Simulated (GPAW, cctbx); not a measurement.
# Bonding in YBe as X-rays see it

Aim: compute the bonding part of the density of YBe, find which reflections carry it, and see how it biases an ordinary refinement.

The cell comes from substitution in a known structure type and wasn't matched to any measured phase. All numbers below are calculated.

### 1. Relax the structure

The density hangs on the geometry, so cell and atoms are relaxed first, with the symmetry held. The cutoff is set higher than for the density because stress converges slowly with plane waves.

Settings: GPAW 26.7.0, PBE, 570 eV, 5×4×3 k-points (along the axes of the calculation cell), Fermi–Dirac width 0.1 eV, BFGS to 0.03 eV/Å.

```text
cell
1.0
     0.000000000    4.188000000    0.000000000
     0.000000000    0.000000000    5.502000000
     7.041000000    0.000000000    0.000000000
Y Be
4 4
Direct
0.250000000 0.374400000 0.319300000
0.250000000 0.125600000 0.819300000
0.750000000 0.625600000 0.680700000
0.750000000 0.874400000 0.180700000
0.250000000 0.863800000 0.469500000
0.250000000 0.636200000 0.969500000
0.750000000 0.136200000 0.530500000
0.750000000 0.363800000 0.030500000
```

```console
$ OMP_NUM_THREADS=1 mpirun -n 4 gpaw python run.py > gpaw.log
```

```text
BFGS:    0      -32.740364        0.651951
BFGS:    1      -32.768923        0.613048
BFGS:    2      -32.993030        0.198437
BFGS:    3      -32.996824        0.199126
...
BFGS:   35      -33.093122        0.056630
BFGS:   36      -33.095254        0.036917
BFGS:   37      -33.096488        0.019016
cell  4.0762 5.9744 6.8172  90.00 90.00 90.00
volume 166.015 A^3, largest force 0.015 eV/A, largest stress 0.07 GPa
```

After 37 steps the volume has changed by +2.3 % and the energy by -0.356 eV; the largest stress left is 0.07 GPa. It took 14 min on 4 cores of Arm Neoverse V2 (shared host), peak memory 1.4 GiB.

Relaxed structure: Pnma (no. 62), a = 6.8172 Å, b = 4.0762 Å, c = 5.9744 Å, α = 90.00°, β = 90.00°, γ = 90.00°.

| atom | mult. | x | y | z |
| --- | --- | --- | --- | --- |
| Y1 | 4 | 0.3325 | 1/4 | 0.3607 |
| Be1 | 4 | 0.4656 | 1/4 | 0.9075 |

### 2. The all-electron density

X-rays see the whole electron density, so the PAW density is rebuilt with its core regions. Subtracting spherical free atoms from the same code cancels the cores and leaves the deformation density Δρ, the part due to bonding.

Settings: PBE, 450 eV, 6×4×4 k-points (along the axes of the calculation cell), Fermi–Dirac width 0.1 eV; primitive cell of 8 atoms.

```console
$ OMP_NUM_THREADS=1 mpirun -n 4 gpaw python run.py > gpaw.log
```

```text
|iter:   1|       0s |  -35.237990 | -0.27 |       |
|iter:   2|       3s |  -34.542609 | -2.05 | -1.00 |
|iter:   3|       5s |  -32.883959 | -0.54 | -1.06 |
...
|iter:   9|      19s |  -32.889514c| -5.98 | -3.81 |
|iter:  10|      21s |  -32.889513c| -6.66 | -3.83 |
|iter:  11|      24s |  -32.889515c| -7.91c| -4.51c|
```

```text
grid (40, 60, 70)  electrons 172.000  moved by bonding 1.145 e
deformation density beyond 0.5 A of the nuclei: max 0.059, min -0.058 e/A^3
atom        x       y       z   Voronoi charge  moment
Y 1    0.2500  0.3607  0.3325      0.221       0.00
Y 2    0.2500  0.1393  0.8325      0.221       0.00
Y 3    0.7500  0.6393  0.6675      0.221       0.00
Y 4    0.7500  0.8607  0.1675      0.221       0.00
Be5    0.2500  0.9075  0.4656     -0.221       0.00
Be6    0.2500  0.5925  0.9656     -0.221       0.00
Be7    0.7500  0.0925  0.5344     -0.221       0.00
Be8    0.7500  0.4075  0.0344     -0.221       0.00
mean inner potential of superposed free atoms 17.347 V
total magnetic moment 0.000 muB
```

Deformation density in a plane through the shortest contact of the Be atom at the origin, in 0.01 e/Å³ (clipped at ±99); x from -1.6 to 4.0 Å, y from 2.4 down to -2.4 Å:

```text
  4   .   .   1   1   1   0  -1  -1   0   0   0  -2  -3   0   2
  6   .   .   2   2   2   0  -1  -1   0   0   0   0  -1  -2  -2
  2   4   5   4   3   2   1   0   0   0   1   2   1   1   0  -2
  1   2   5   6   5   3   2   1   1   2   2   2   2   2   1   0
  2   4   5   5   4   1   2   3   3   2   1   1   1   2   2   1
  1   3   3   4   .   4   2   4   5   3   5   .   1   1   2   1
  1   2   1   4   .   .   4   5   5   4   .   .   4   1   2   1
  1   2   1   1   .   5   3   5   4   2   4   .   4   3   3   1
  1   2   2   1   1   1   2   3   3   2   1   4   5   5   4   2
  0   1   2   2   2   2   2   1   1   2   3   5   6   5   2   1
 -2   0   1   1   2   1   0   0   0   1   2   3   4   5   4   2
 -2  -2  -1   0   0   0   0  -1  -1   0   2   2   2   .   .   6
  2   0  -3  -2   0   0   0  -1  -1   0   1   1   1   .   .   4
```

Atoms in or within 0.15 Å of the plane: Be (0.0, 0.0), Be (3.5, -2.1), Be (-1.1, 2.1), Be (2.4, 0.0) Å. Dots mark points within about 0.45 Å of a nucleus; large values next to them are atomic features.

Be gains most (-0.22 e) and Y loses most (+0.22 e), as electronegativity suggests. Along the shortest contact from the Be atom at the map's origin, Be–Be at 2.37 Å, Δρ is +0.06 e/Å³ at the midpoint: a modest build-up. At the midpoints of other shortest contacts it is -0.01 (Y–Be, 2.86 Å) e/Å³. Point values carry grid noise of about 0.01 e/Å³. The run needed 11 iterations, 32 s.

### 3. Structure factors

The Fourier components of Δρ, added to those of the free atoms, give the static X-ray structure factors; the Mott–Bethe relation turns them into the Fourier components V of the potential that fast electrons feel.

```text
static structure factors of the conventional cell: F in electrons, V (Mott-Bethe) in volts
   h  k  l      d  |F| table  |F| free   |F| DFT   change   |V| free  |V| DFT  change %
   1  0  1  4.4931    34.631    34.624    33.999   -0.625     1.017    1.365     34.3
   2  0  0  3.4086    58.278    58.261    57.624   -0.637     2.151    2.356      9.5
   0  1  1  3.3671    95.747    95.785    95.378   -0.407     4.752    4.879      2.7
   1  1  1  3.0190    69.984    69.991    69.793   -0.198     3.523    3.573      1.4
   0  0  2  2.9872    19.256    19.233    19.036   -0.197     0.556    0.604      8.7
   2  0  1  2.9606    82.489    82.488    82.281   -0.207     4.081    4.132      1.2
   1  0  2  2.7361   109.085   109.071   109.012   -0.059     5.670    5.682      0.2
   2  1  0  2.6148   110.336   110.310   110.287   -0.023     5.780    5.785      0.1
   2  1  1  2.3955    51.360    51.344    51.335   -0.009     2.797    2.798      0.0
   1  1  2  2.2717    65.021    65.000    64.826   -0.174     3.612    3.637      0.7
   2  0  2  2.2466    13.589    13.590    13.535   -0.055     0.887    0.895      0.9
   3  0  1  2.1240    79.657    79.616    79.886    0.270     3.862    3.828     -0.9
   0  2  0  2.0381   122.182   122.124   122.023   -0.101     5.720    5.731      0.2
   2  1  2  1.9675    16.198    16.190    16.253    0.063     0.546    0.539     -1.2
```

The largest X-ray change is -0.64 e on 200, 1.1 % of |F|. For electrons V goes as (Z − F)/g², so a change of F counts against Z − F, which is small at low angle and wherever the atoms' terms cancel: |V| of 101 moves by +34.3 % (1.02 to 1.36 V) against -1.8 % in |F|. The last three rows still change by up to 0.27 e; the table stops while the angles are still low. The tabulated Hartree–Fock atoms differ from the free DFT atoms by up to 0.06 e, so the choice of reference atom matters too.

### 4. Convergence

Cutoff and k-mesh: one is changed at a time, to find what the result needs.

| run | ΔF 200 (e) | ΔF 101 (e) | ΔF 011 (e) | q(Be) (e) | moved (e) | time |
| --- | --- | --- | --- | --- | --- | --- |
| 450 eV 6×4×4 | -0.637 | -0.625 | -0.407 | -0.221 | 1.145 | 32 s |
| 250 eV 6×4×4 | -0.640 | -0.627 | -0.412 | -0.221 | 1.104 | 16 s |
| 350 eV 6×4×4 | -0.637 | -0.625 | -0.407 | -0.220 | 1.138 | 25 s |
| 750 eV 6×4×4 | -0.638 | -0.625 | -0.408 | -0.220 | 1.157 | 71 s |
| 450 eV 2×2×1 | -0.629 | -0.560 | -0.550 | -0.222 | 1.122 | 7.8 s |
| 450 eV 3×2×2 | -0.626 | -0.606 | -0.401 | -0.214 | 1.132 | 9.7 s |

Within 0.01 e of the base on all three: 250 eV 6×4×4, 350 eV 6×4×4 and 750 eV 6×4×4. The largest error, 0.143 e, comes with 450 eV 2×2×1. Times are from shared hosts.

### 5. Refining ordinary atoms against data with bonding

Routine crystallography fits spherical atoms. To see the bias, intensities are simulated from tabulated atoms plus the DFT change ΔF, so that bonding alone can misfit (10300 reflections of the full sphere, merged to the counts below, to 0.4 Å, 1.5 % proportional noise plus counting noise, assumed isotropic U as listed, Δρ smeared by the mean U) and refined with cctbx over different ranges.

```
                    range  data      R1  GooF  U Y1 (true 0.0068)  U Be1 (true 0.0125)  largest shift (Å)  Δρ max, min (e/Å³)
                 all data  1451  0.0056  0.93              0.0068               0.0128             0.0008         0.40, -0.29
 low resolution, d > 0.84   168  0.0038  1.06              0.0068               0.0126             0.0013         0.16, -0.12
     high order, d < 0.75  1217  0.0066  0.91              0.0068               0.0128             0.0011         0.35, -0.23
occupancies free, d > 0.7   285  0.0040  1.00              0.0068               0.0136             0.0006         0.18, -0.14
```

With all data GooF is 0.93, so at this noise the bonding hardly shows; the top residual peak lies 1.73 Å from Be and 2.12 Å from Y. No U is off by more than 3 s.u. at low resolution. With Y1 held at 1 and the scale free, the other occupancies refine to Be1 1.020(0.008), within three s.u. of full.

### 6. Answer

Bonding moves 1.15 e in the primitive cell of YBe and changes the structure factors of the conventional cell in the table above by at most 0.64 e (200, 1.1 %), and among reflections above 2 % of the strongest by up to 1.8 % (101). The shortest bond, Be–Be, has Δρ = +0.06 e/Å³ at its midpoint. Within 0.01 e of the base on all three: 250 eV 6×4×4, 350 eV 6×4×4 and 750 eV 6×4×4. The largest error, 0.143 e, comes with 450 eV 2×2×1. With all data GooF is 0.93, so at this noise the bonding hardly shows. Limits: static density, frozen cores, no spin–orbit coupling.

[Outputs are excerpts: Python notices, other lines and further rows are left out; steps that failed or that the build refused (PBEsol, TPSS) are not shown.]

[Logs are printed without paths, hosts, clocks, repeated set-up lines and the standing remarks that a program may print on its own settings, such as how far it seeks lower states.]
